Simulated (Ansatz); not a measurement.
## The perfect W wire along [110], 33 atoms a period

Wanted: the relaxed geometry and the bands of the W wire along [110], 33 atoms a period.

Program: Ansatz 0.2.0. Level of theory: DFT PBE, plane waves, PAW; relaxation of a wire's period; PAW set soft_1, in the first sound run; inputs show where later runs differ. Results are calculated unless marked as measured.

## 1. Set-up

The cell holds 33 atoms: 33 W. Cell: a = 19.480 Å, b = 15.766 Å, c = 4.483 Å, α = 90.0°, β = 90.0°, γ = 90.0°. Vacuum lies along a and b. The structure's axis is c.

## 2. Relaxing the period

Band widths follow the bond lengths, so the wire is relaxed first. The atoms and the third cell vector are free; the box across stays fixed as vacuum. A Fermi-Dirac smearing is set since the result may be a metal. The pressure printed is a third of the stress's trace over the whole box, vacuum included; only the stress along the axis is relaxed.

Contents of input.yaml:

```yaml
crystal:
  lattice:
    - [19.48, 0.0, 0.0]
    - [0.0, 15.766, 0.0]
    - [0.0, 0.0, 4.4830569927]
  atoms:
    - { symbol: W, position: [0.174537988, 0.500003615, 0.0] }
    - { symbol: W, position: [0.255903491, 0.642178453, 0.0] }
    - { symbol: W, position: [0.337268994, 0.500003615, 0.0] }
    - { symbol: W, position: [0.337268994, 0.784353291, 0.0] }
    - { symbol: W, position: [0.418634497, 0.642178453, 0.0] }
    - { symbol: W, position: [0.5, 0.500003615, 0.0] }
    - { symbol: W, position: [0.5, 0.784353291, 0.0] }
    - { symbol: W, position: [0.581365503, 0.642178453, 0.0] }
    - { symbol: W, position: [0.662731006, 0.500003615, 0.0] }
    - { symbol: W, position: [0.662731006, 0.784353291, 0.0] }
    - { symbol: W, position: [0.744096509, 0.642178453, 0.0] }
    - { symbol: W, position: [0.825462012, 0.500003615, 0.0] }
    - { symbol: W, position: [0.255903491, 0.500003615, 0.5] }
    - { symbol: W, position: [0.337268994, 0.357828777, 0.5] }
    - { symbol: W, position: [0.337268994, 0.642178453, 0.5] }
    - { symbol: W, position: [0.418634497, 0.215653939, 0.5] }
    - { symbol: W, position: [0.418634497, 0.500003615, 0.5] }
    - { symbol: W, position: [0.418634497, 0.784353291, 0.5] }
    - { symbol: W, position: [0.5, 0.357828777, 0.5] }
    - { symbol: W, position: [0.5, 0.642178453, 0.5] }
    - { symbol: W, position: [0.581365503, 0.215653939, 0.5] }
    - { symbol: W, position: [0.581365503, 0.500003615, 0.5] }
    - { symbol: W, position: [0.581365503, 0.784353291, 0.5] }
    - { symbol: W, position: [0.662731006, 0.357828777, 0.5] }
    - { symbol: W, position: [0.662731006, 0.642178453, 0.5] }
    - { symbol: W, position: [0.744096509, 0.500003615, 0.5] }
    - { symbol: W, position: [0.255903491, 0.357828777, 0.0] }
    - { symbol: W, position: [0.337268994, 0.215653939, 0.0] }
    - { symbol: W, position: [0.418634497, 0.357828777, 0.0] }
    - { symbol: W, position: [0.5, 0.215653939, 0.0] }
    - { symbol: W, position: [0.581365503, 0.357828777, 0.0] }
    - { symbol: W, position: [0.662731006, 0.215653939, 0.0] }
    - { symbol: W, position: [0.744096509, 0.357828777, 0.0] }
kpoints:
  mp_grid: { grid: [1, 1, 18] }
scf:
  occupations: { method: fermi_dirac, width: 0.05 }
hamiltonian:
  xc: pbe
  pseudopotentials: { kind: paw, azcp: { folder: soft_1 } }
relax:
  cell: { fix: [a, b, alpha, beta, gamma] }
  max_steps: 45
  f_tol: 0.03
```

On the command line:

```
> ansatz run input.yaml --threads 4 --pin off --max-ram 16384MiB --backend cpu --events-out ev --progress --plain --runs-dir out
```

Numbers of over 12 decimals in the logs are rounded to 6 here.

The log of the run:

```text
Engine: ansatz 0.2.0, x86_64-unknown-linux-gnu
Pseudopotentials: kind: paw
Pseudopotential: W, paw, valence charge 14, recommended cutoff 420 eV (normal), soft_1/W.paw.azcp
Functional definition: PBE
  parameter kappa = 0.804
  parameter beta = 0.066725
  exchange = pbe_x(kappa = kappa, mu = beta*pi^2/3)
  correlation = pbe_c(beta = beta)
Crystal: 33 atoms, lattice volume = 1376.844 Å³
Basis set: ecut = 420 eV, 27055 PW (Γ), exchange–correlation on 270×216×60 points (8 copies of the dense FFT grid, shifted against one another)
Bands: 278, of which v1, the nominal top of the filled ones, is band 231 counted from 1 (230 counted from 0)
Symmetry: 8 space group operations
Space group: Pmmm (ITA 47), of the structure as read, at distance tolerance 1.1e-4 Å
k-points: 10 of 18
Non-local potential: W, projectors of the file, l = 0: 3, l = 1: 2, l = 2: 2, l = 3: 1
PAW form: soft (Blöchl's): semilocal exchange-correlation on the pseudo side does not see the compensation charge
PAW one-centre angular grid: W, 590 points (default); XC on 64 Gauss nodes
Initial density: superposition of atomic densities (neutral atoms: chi_scale 0, normalization atom)
Initial wavefunctions: pseudopotential atomic-orbital guess
Functional: x = pbe(κ = 0.804, μ = 0.219515), c = pbe(β = 0.066725)
SCF iter   1: F=—  HF=-342716.957390 eV  |F-HF|=—  |Δ(HF+E_count)|=         —  Δρ=4.87e-2  dr2=2.58e2  ethr=3.10e-3  ⟨swp⟩=10.1  Hψ=12785  notcnv=0
preconditioner: auto → LDOS  [metal: Δε(μ)=0.006 eV  Ē_g=4.674 eV  σ=0.050 eV  W_gap=0.03  n_scr=282 (ndim 8)  ℏωp=14.1 eV  f_vac=0.472  D(μ)=29.83/eV (n_scr^D=194)  β→1.0]
SCF iter   2: F=—  HF=-342718.710413 eV  |F-HF|=—  |Δ(HF+E_count)|=    1.75e0  Δρ=5.81e-2  dr2=4.40e2  ethr=3.10e-3  ⟨swp⟩=8.4  Hψ=8933  notcnv=0  defer=102
SCF iter   3: F=—  HF=-342693.133452 eV  |F-HF|=—  |Δ(HF+E_count)|=    2.56e1  Δρ=1.00e-2  dr2=3.72e0  ethr=3.10e-3  ⟨swp⟩=6.8  Hψ=6748  notcnv=0  defer=131
SCF iter   4: F=—  HF=-342692.975262 eV  |F-HF|=—  |Δ(HF+E_count)|=   1.58e-1  Δρ=4.02e-3  dr2=1.22e0  ethr=8.06e-4  ⟨swp⟩=4.1  Hψ=4636  notcnv=0  defer=117
SCF iter   5: F=—  HF=-342692.935796 eV  |F-HF|=—  |Δ(HF+E_count)|=   3.95e-2  Δρ=1.92e-3  dr2=1.44e-1  ethr=2.63e-4  ⟨swp⟩=3.7  Hψ=3926  notcnv=0  defer=116
SCF iter   6: F=—  HF=-342692.924808 eV  |F-HF|=—  |Δ(HF+E_count)|=   1.10e-2  Δρ=6.88e-4  dr2=1.70e-2  ethr=3.11e-5  ⟨swp⟩=2.0  Hψ=3900  notcnv=0  defer=116
SCF iter   7: F=—  HF=-342692.924846 eV  |F-HF|=—  |Δ(HF+E_count)|=   3.80e-5  Δρ=4.17e-4  dr2=7.23e-3  ethr=3.68e-6  ⟨swp⟩=2.9  Hψ=4140  notcnv=0  defer=116
SCF iter   8: F=—  HF=-342692.924450 eV  |F-HF|=—  |Δ(HF+E_count)|=   3.96e-4  Δρ=1.31e-4  dr2=1.17e-3  ethr=1.56e-6  ⟨swp⟩=2.4  Hψ=3691  notcnv=0  defer=116
SCF iter   9: F=—  HF=-342692.924446 eV  |F-HF|=—  |Δ(HF+E_count)|=   4.35e-6  Δρ=4.79e-5  dr2=8.60e-5  ethr=2.54e-7  ⟨swp⟩=2.2  Hψ=3724  notcnv=0  defer=116
SCF iter  10: F=—  HF=-342692.924983 eV  |F-HF|=—  |Δ(HF+E_count)|=   5.37e-4  Δρ=1.91e-5  dr2=1.15e-5  ethr=1.86e-8  ⟨swp⟩=3.0  Hψ=4183  notcnv=0  defer=116
SCF iter  11: F=—  HF=-342692.924987 eV  |F-HF|=—  |Δ(HF+E_count)|=   4.24e-6  Δρ=7.88e-6  dr2=2.98e-6  ethr=2.50e-9  ⟨swp⟩=2.9  Hψ=4260  notcnv=0  defer=116
SCF iter  12: F=—  HF=-342692.924988 eV  |F-HF|=—  |Δ(HF+E_count)|=   6.64e-7  Δρ=3.61e-6  dr2=6.28e-7  ethr=6.45e-10  ⟨swp⟩=2.0  Hψ=3786  notcnv=0  defer=116
SCF iter  13: F=-342692.924988 eV  HF=-342692.924988 eV  |F-HF|=3.92e-8  |Δ(HF+E_count)|=   3.11e-8  Δρ=1.27e-6  dr2=8.00e-8  ethr=2.16e-11  ⟨swp⟩=3.5  Hψ=10718  notcnv=0
SCF 1 converged in 13 iterations: F = -342692.924988 eV  dr2 = 8.00e-8
  greatest PAW one-centre occupation: 0.999 electrons in one spin orbital (limit 2), on the W atom at site 8 (counted from 0), in its partial waves of l = 0
relax step   1: F+E_penalty+E_count = -342692.92498758 eV  Δ(F+E_penalty+E_count) = +0.000e0 eV  max|allowed force component| = 3.035e0 eV/Å  Δτ_max = 0.0000 Å  P = -5.798 GPa  Ω = 1376.844 Å³  fix = [a, b, alpha, beta, gamma]  reactions: a -5.167, b -5.918 GPa  (13 SCF iters, dr2 threshold 1.00e-7 eV, accepted)
Crystal: 33 atoms, lattice volume = 1339.364 Å³
Basis set: ecut = 420 eV, 26251 PW (Γ), exchange–correlation on 270×216×60 points (8 copies of the dense FFT grid, shifted against one another)
Initial density: handed on by an earlier stage of this run
Initial wavefunctions: those handed on with the density
iter 1 solved again at ethr=1.59e-3 eV; its pass at ethr=3.10e-3 eV (dr2=7.36e0 eV) is discarded
SCF iter   1: F=—  HF=-342696.978615 eV  |F-HF|=—  |Δ(HF+E_count)|=         —  Δρ=1.54e-2  dr2=7.50e0  ethr=1.59e-3  ⟨swp⟩=3.5  Hψ=16413  notcnv=0
preconditioner: auto → LDOS  [metal: Δε(μ)=0.006 eV  Ē_g=4.448 eV  σ=0.050 eV  W_gap=0.03  n_scr=286 (ndim 8)  ℏωp=14.3 eV  f_vac=0.499  D(μ)=34.29/eV (n_scr^D=236)  β→1.0]
SCF iter   2: F=—  HF=-342696.815786 eV  |F-HF|=—  |Δ(HF+E_count)|=   1.63e-1  Δρ=9.31e-3  dr2=4.38e0  ethr=1.59e-3  ⟨swp⟩=4.2  Hψ=5417  notcnv=0  defer=25
SCF iter   3: F=—  HF=-342696.089396 eV  |F-HF|=—  |Δ(HF+E_count)|=   7.26e-1  Δρ=2.41e-3  dr2=3.15e-1  ethr=9.49e-4  ⟨swp⟩=3.0  Hψ=4546  notcnv=0  defer=123
SCF iter   4: F=—  HF=-342696.056677 eV  |F-HF|=—  |Δ(HF+E_count)|=   3.27e-2  Δρ=6.80e-4  dr2=2.56e-2  ethr=6.83e-5  ⟨swp⟩=3.1  Hψ=4793  notcnv=0  defer=125
SCF iter   5: F=—  HF=-342696.057358 eV  |F-HF|=—  |Δ(HF+E_count)|=   6.81e-4  Δρ=2.35e-4  dr2=3.28e-3  ethr=5.54e-6  ⟨swp⟩=2.4  Hψ=3674  notcnv=0  defer=125
SCF iter   6: F=—  HF=-342696.058235 eV  |F-HF|=—  |Δ(HF+E_count)|=   8.77e-4  Δρ=9.18e-5  dr2=2.48e-4  ethr=7.09e-7  ⟨swp⟩=2.3  Hψ=3854  notcnv=0  defer=125
SCF iter   7: F=—  HF=-342696.058256 eV  |F-HF|=—  |Δ(HF+E_count)|=   2.16e-5  Δρ=3.14e-5  dr2=3.53e-5  ethr=5.37e-8  ⟨swp⟩=2.9  Hψ=5128  notcnv=0  defer=125
SCF iter   8: F=-342696.058262 eV  HF=-342696.058261 eV  |F-HF|=3.07e-7  |Δ(HF+E_count)|=   5.16e-6  Δρ=1.04e-5  dr2=2.66e-6  ethr=7.14e-10  ⟨swp⟩=4.0  Hψ=10488  notcnv=0
SCF 2 converged in 8 iterations: F = -342696.058262 eV  dr2 = 2.66e-6
  greatest PAW one-centre occupation: 0.999 electrons in one spin orbital (limit 2), on the W atom at site 19 (counted from 0), in its partial waves of l = 0
relax step   2: F+E_penalty+E_count = -342696.05826157 eV  Δ(F+E_penalty+E_count) = -3.133e0 eV  max|allowed force component| = 1.338e0 eV/Å  Δτ_max = 0.1950 Å  P = +1.087 GPa  Ω = 1339.364 Å³  energy of the carried Pulay correction = +7.423e-3 eV  fix = [a, b, alpha, beta, gamma]  reactions: a +1.261, b +0.088 GPa  (8 SCF iters, dr2 threshold 3.30e-6 eV, accepted)
Crystal: 33 atoms, lattice volume = 1344.521 Å³
[...]
Initial wavefunctions: pseudopotential atomic-orbital guess (no wavefunctions were taken with the density)
iter 1 solved again at ethr=1.08e-7 eV; its pass at ethr=3.10e-3 eV (dr2=5.00e-4 eV) is discarded
SCF iter   1: F=—  HF=-342696.504905 eV  |F-HF|=—  |Δ(HF+E_count)|=         —  Δρ=3.89e-5  dr2=2.78e-6  ethr=1.08e-7  ⟨swp⟩=5.7  Hψ=22755  notcnv=0
preconditioner: auto → LDOS  [metal: Δε(μ)=0.018 eV  Ē_g=4.348 eV  σ=0.050 eV  W_gap=0.09  n_scr=286 (ndim 8)  ℏωp=14.2 eV  f_vac=0.496  D(μ)=31.72/eV (n_scr^D=208)  β→1.0]
SCF iter   2: F=—  HF=-342696.505552 eV  |F-HF|=—  |Δ(HF+E_count)|=   6.47e-4  Δρ=4.53e-6  dr2=2.09e-7  ethr=6.02e-10  ⟨swp⟩=3.9  Hψ=6863  notcnv=0
SCF iter   3: F=—  HF=-342696.505552 eV  |F-HF|=—  |Δ(HF+E_count)|=   3.02e-8  Δρ=1.84e-6  dr2=1.18e-7  ethr=4.52e-11  ⟨swp⟩=2.3  Hψ=5217  notcnv=0
SCF iter   4: F=—  HF=-342696.505552 eV  |F-HF|=—  |Δ(HF+E_count)|=   1.49e-8  Δρ=5.32e-7  dr2=6.85e-9  ethr=2.54e-11  ⟨swp⟩=2.3  Hψ=3802  notcnv=0
SCF iter   5: F=—  HF=-342696.505552 eV  |F-HF|=—  |Δ(HF+E_count)|=   1.92e-9  Δρ=1.34e-7  dr2=5.65e-10  ethr=1.48e-12  ⟨swp⟩=3.0  Hψ=4883  notcnv=0
SCF iter   6: F=-342696.505552 eV  HF=-342696.505552 eV  |F-HF|=2.91e-10  |Δ(HF+E_count)|=  5.82e-11  Δρ=6.75e-8  dr2=1.35e-10  ethr=1.00e-12  ⟨swp⟩=4.9  Hψ=8607  notcnv=0
SCF 7 converged in 6 iterations: F = -342696.505552 eV  dr2 = 1.35e-10
relax step   7: F+E_penalty+E_count = -342696.50555214 eV  Δ(F+E_penalty+E_count) = +5.632e-3 eV  max|allowed force component| = 1.154e-2 eV/Å  Δτ_max = 0.0000 Å  P = -0.016 GPa  Ω = 1348.223 Å³  fix = [a, b, alpha, beta, gamma]  reactions: a +0.006, b -0.054 GPa  stress off target by 9.39e-4 GPa on what of the cell is left free  SCF on the basis re-selected at this cell (its energy is not comparable with the rows above)  (6 SCF iters)
basis re-selected at this cell: Δ(F+E_penalty+E_count) = +5.632e-3 eV, ΔP = +0.000 GPa vs the last step (what re-selecting the basis moved, of the pressure what is left beyond the Pulay correction that the steps carried, after the strain that the cell walked since its last selection, with what the two solves' SCF thresholds leave and, on support functions, any second-order correction that the steps lacked; it is no m [...]
SCF converged after 6 iterations
Free energy (F): -342696.505552 eV
Harris-Foulkes:  -342696.505552 eV  (|F-HF|=2.91e-10)
Internal energy: -342696.241343 eV  (E = F + TS)
E sigma→0 (E₀):  -342696.373448 eV
Entropy (-TS):   -0.264209 eV (-8.006 meV/atom)
Fermi energy:    6.344344 eV
--- Per-component energies (eV) ---
  E_band       = -10117.323774
  E_kinetic    = 13899.803718
  E_local      = -298641.886386  (includes V_loc(G=0)·N_el)
  E_nonlocal   = -816.804654
  E_hartree    = 144198.226482
  E_xc         = -8798.168326
  E_vxc        = -7585.215581  (∫ρ·V_xc dr)
  E_paw        = -283073.330283  (= ΣΔE_a)
  E_vpaw       = -5369.679010  (= ΣTr[D̂ρ^β])
  E_aug_tail   = 0.004937  (compensation charges beyond the density's cutoff)
  E_ewald      = 90535.913169
  E_smearing   = -0.264209  (= −TS)
  E_closure    = 0.000000  (closes the sum)
  Σ components = -342696.505552   (vs F -342696.505552, Δ=0.00e0)
--- Forces (eV/Å), atoms counted from 1 ---
  atom   1  W      0.00283555     0.00000000    -0.00000000
  atom   2  W     -0.00232439     0.00445864    -0.00000000
  atom   3  W     -0.01154255    -0.00000000     0.00000000
  atom   4  W     -0.00081348    -0.00301316     0.00000000
  atom   5  W      0.00540004    -0.00259461    -0.00000000
  atom   6  W     -0.00000000     0.00000000     0.00000000
  atom   7  W     -0.00000000     0.00495750    -0.00000000
  atom   8  W     -0.00540004    -0.00259461     0.00000000
  atom   9  W      0.01154255     0.00000000    -0.00000000
  atom  10  W      0.00081348    -0.00301316     0.00000000
  atom  11  W      0.00232439     0.00445864    -0.00000000
  atom  12  W     -0.00283555    -0.00000000     0.00000000
  atom  13  W      0.00363270     0.00000000    -0.00000000
  atom  14  W     -0.00211575    -0.00006408     0.00000000
  atom  15  W     -0.00211575     0.00006408     0.00000000
  atom  16  W     -0.00737559    -0.00062956     0.00000000
  atom  17  W      0.00245031    -0.00000000    -0.00000000
  atom  18  W     -0.00737559     0.00062956     0.00000000
  atom  19  W      0.00000000    -0.00470226     0.00000000
  atom  20  W     -0.00000000     0.00470226    -0.00000000
  atom  21  W      0.00737559    -0.00062956    -0.00000000
  atom  22  W     -0.00245031     0.00000000     0.00000000
  atom  23  W      0.00737559     0.00062956    -0.00000000
  atom  24  W      0.00211575    -0.00006408    -0.00000000
  atom  25  W      0.00211575     0.00006408    -0.00000000
  atom  26  W     -0.00363270    -0.00000000     0.00000000
  atom  27  W     -0.00232439    -0.00445864     0.00000000
  atom  28  W     -0.00081348     0.00301316    -0.00000000
  atom  29  W      0.00540004     0.00259461    -0.00000000
  atom  30  W      0.00000000    -0.00495750     0.00000000
  atom  31  W     -0.00540004     0.00259461     0.00000000
  atom  32  W      0.00081348     0.00301316    -0.00000000
  atom  33  W      0.00232439    -0.00445864     0.00000000
  max |Σ_I F_I| component: 1.73e-18 eV/Å
--- Stress (GPa, compression-positive) ---
        0.006141      -0.000000      -0.000000
       -0.000000      -0.054219       0.000000
       -0.000000       0.000000       0.000939
  P = ⅓ Tr σ = -0.0157 GPa (-0.157 kbar)
--- Relaxed structure (6 steps of the walk, 6 accepted, 1 SCFs on fresh bases) ---
  F+E_penalty+E_count = -342696.50555214 eV   max|allowed force component| = 1.154e-2 eV/Å   (the final SCF, on the basis selected at the relaxed cell)
  cell:  # Å, volume = 1348.2229 Å³
    - [19.48, 0, 0]
    - [0, 15.766, 0]
    - [0, 0, 4.389866]
  atoms:
    - { symbol: W, position: [0.179610, 0.500003615, 0] }
    - { symbol: W, position: [0.257851, 0.631604, -2.0644384979852027e-18] }
    - { symbol: W, position: [0.335248, 0.500003615, 0] }
    - { symbol: W, position: [0.342428, 0.772311, -2.3510089793541784e-18] }
    - { symbol: W, position: [0.419109, 0.644005, 3.5650305365346684e-19] }
    - { symbol: W, position: [0.5, 0.500003615, 0] }
    - { symbol: W, position: [0.5, 0.782098, -4.402829661828834e-19] }
    - { symbol: W, position: [0.580891, 0.644005, 3.5650305365346646e-19] }
    - { symbol: W, position: [0.664752, 0.500003615, 0] }
    - { symbol: W, position: [0.657572, 0.772311, -2.351008979354179e-18] }
    - { symbol: W, position: [0.742149, 0.631604, -2.064438497985204e-18] }
    - { symbol: W, position: [0.820390, 0.500003615, 0] }
    - { symbol: W, position: [0.249854, 0.500003615, 0.500000] }
    - { symbol: W, position: [0.334726, 0.356904, 0.500000] }
    - { symbol: W, position: [0.334726, 0.643103, 0.500000] }
    - { symbol: W, position: [0.419975, 0.219608, 0.500000] }
    - { symbol: W, position: [0.417433, 0.500003615, 0.500000] }
    - { symbol: W, position: [0.419975, 0.780399, 0.500000] }
    - { symbol: W, position: [0.5, 0.355891, 0.500000] }
    - { symbol: W, position: [0.5, 0.644116, 0.500000] }
    - { symbol: W, position: [0.580025, 0.219608, 0.500000] }
    - { symbol: W, position: [0.582567, 0.500003615, 0.500000] }
    - { symbol: W, position: [0.580025, 0.780399, 0.500000] }
    - { symbol: W, position: [0.665274, 0.356904, 0.500000] }
    - { symbol: W, position: [0.665274, 0.643103, 0.500000] }
    - { symbol: W, position: [0.750146, 0.500003615, 0.500000] }
    - { symbol: W, position: [0.257851, 0.368404, 2.064438497985204e-18] }
    - { symbol: W, position: [0.342428, 0.227697, 2.351008979354179e-18] }
    - { symbol: W, position: [0.419109, 0.356003, -3.565030536534663e-19] }
    - { symbol: W, position: [0.5, 0.217909, 4.4028296618288355e-19] }
    - { symbol: W, position: [0.580891, 0.356003, -3.56503053653467e-19] }
    - { symbol: W, position: [0.657572, 0.227697, 2.3510089793541784e-18] }
    - { symbol: W, position: [0.742149, 0.368404, 2.0644384979852027e-18] }
```

The job ended after 7.8 min (4 threads of Intel Xeon Platinum 8375C at 2.90GHz (Ice Lake), shared host; peak memory 7.5 GiB).

Step by step:

```csv
step,energy less that of the first step (eV),largest force component (eV/Å),pressure (GPa),volume (Å³)
1,0.0000,3.0346,-5.80,1376.84
2,-3.1333,1.3376,1.09,1339.36
3,-3.4783,0.6034,0.53,1344.52
4,-3.5729,0.1975,0.24,1349.06
5,-3.5856,0.0406,-0.01,1348.42
6,-3.5862,0.0115,-0.02,1348.22
7*,-3.5806,0.0115,-0.02,1348.22
```

Relaxation steps marked * repeat the geometry before them on a plane-wave basis chosen anew for their cell, so energy and pressure can jump there.

Forces are held to the 8 operations that the run works with; a distortion that breaks them can't arise in this run.

```csv
cell as run,before,after,change
c (Å),4.483,4.390,-2.1 %
```

The atoms that moved most (Å, along periodic axes as changes of fractional coordinates times the final cell, across vacuum about the mean position):

```csv
atom,dx,dy,dz,length
W10,-0.100,-0.190,0.000,0.215
W4,0.100,-0.190,0.000,0.215
W32,-0.100,0.190,0.000,0.215
W28,0.100,0.190,0.000,0.215
W2,0.038,-0.167,0.000,0.171
W27,0.038,0.167,0.000,0.171
W11,-0.038,-0.167,0.000,0.171
W33,-0.038,0.167,0.000,0.171
```

This step gave:

```
energy at zero smearing    : -342696.3734 eV
cell length along the wire : 4.390 Å
```

The cell's length comes to 4.390 Å with spin left out.

[end of part 1 of 2]

[Logs are printed without paths, hosts, clocks, repeated set-up lines and the standing remarks that a program may print on its own settings, such as how far it seeks lower states.]

[Hosts, paths, dates, database ids (printed as entryN), source tags and the programs' standing remarks are cut or masked in the printed files.]
